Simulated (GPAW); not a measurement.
# Polarising WGe2As4 monolayer with a field along the normal

The dipole of the cell at several fields, atoms fixed. What does the strongest field give, and what length does the slope stand for?

Set-up. GPAW 26.7.0, plane waves (400 eV), PAW setups, PBE, 9×9 mesh, a dipole layer in the vacuum; geometry relaxed without an applied field with GPAW. The cell's area is 11.76 Å², and e/ε0 = 180.95 V Å.

Results, with one row withheld:

```
field (V/Å)  dipole (e Å)
       −0.2       −0.1603
       −0.1       −0.0802
      −0.05       −0.0401
       0.05        0.0401
        0.1        0.0802
        0.2        0.1603
        0.3             ?
```

**Question.** What is the dipole at 0.3 V/Å?

**Working.** A line through the 6 points has the slope α = 0.802 e Å per V/Å and the intercept p₀ = 0.0000 e Å (r.m.s. residual 2.8e−05). At 0.3 V/Å it gives p = 0.0000 + 0.802 × 0.3 = 0.2405 e Å; the run gives 0.2406 e Å, so the response stays linear to 0.0 % of the induced part. Dividing by ε0 and the area: α/(ε0 A) = 0.802 × 180.95 / 11.76 = 12.33 Å, against 10.23 Å between the outer nuclei.

**Limits.** This is the electronic response alone; ions that move would add to it in polar layers. No run was spin-polarised, so magnetic states weren't tested. Spin-orbit coupling is left out, which matters for the heavier atoms here.

[Logs are printed without paths, hosts, clocks, repeated set-up lines and the standing remarks that a program may print on its own settings, such as how far it seeks lower states.]
